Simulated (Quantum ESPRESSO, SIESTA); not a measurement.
# In-plane stress of tetragonal HfO2 under biaxial strain, QE, PBEsol

Calculated with Quantum ESPRESSO 7.5: PBEsol; plane waves, GBRV 1.5 ultrasoft, 50/300 Ry; k-mesh 6×6×4. The first two cell vectors are strained alike from typed lattice constants; the third vector's length and the atoms are relaxed. The typed cell isn't stress-free: at zero strain the reference's in-plane stress is -5.4 GPa, compression positive.

```
in-plane strain (%)  in-plane stress (GPa, compression positive)
                 -4                                        21.11
                 -3                                         13.9
                 -2                                        7.168
                 -1                                        0.751
                  0                                       -5.358
                 +1                                       -11.08
                 +2                                       -16.22
                 +3                                       -21.06
                 +4                                            ?
```

The structure was built from a prototype and need not be the compound's stable phase.

Task: Fit a second-order form in the logarithmic strain to the rows given and extrapolate to the withheld row.

**Working.**

With u = ln[(1 + ε)/(1 + ε0)], counted from the row at ε0 = +0 % where y0 = -5.358, a second-order form y = y0 + a u + b u² makes v = (y − y0)/u a line in u.

| u | v |
| --- | --- |
| -0.0408220 | -648.376 |
| -0.0304592 | -632.255 |
| -0.0202027 | -620.016 |
| -0.0100503 | -607.840 |
| 0.00995033 | -575.056 |
| 0.0198026 | -548.513 |
| 0.0295588 | -531.212 |

With n = 7: mean u = -0.00603178, mean v = -594.753, Σ(u − ū)² = 0.0042136, Σ(u − ū)(v − v̄) = 6.9631. Slope b = 6.9631 / 0.0042136 = 1652.5; intercept a = v̄ − b ū = -584.79.

At the withheld row u = 0.03922, v = a + b u = -520.0, and y = y0 + u v.

Prediction at +4: -25.75 GPa. The run gave -25.52 GPa, so the fit is low by 0.23 GPa (0.91 % of the value).

The first-order term gives a biaxial modulus of 585 GPa at ε0. The second-order term makes up 12 % of v at the withheld row. Among the rows given, the largest miss of the fit is at -4, by 0.16 GPa (0.34 % of the range of the table).

Limits: The nuclei are static. The DFT runs use Fermi–Dirac occupations of width 0.01 eV, and energies are free energies. Tetragonal HfO2 is a high-temperature form.

[Logs are printed without paths, hosts, clocks, repeated set-up lines and the standing remarks that a program may print on its own settings, such as how far it seeks lower states.]

[Hosts, paths, dates, database ids (printed as entryN), source tags and the programs' standing remarks are cut or masked in the printed files.]
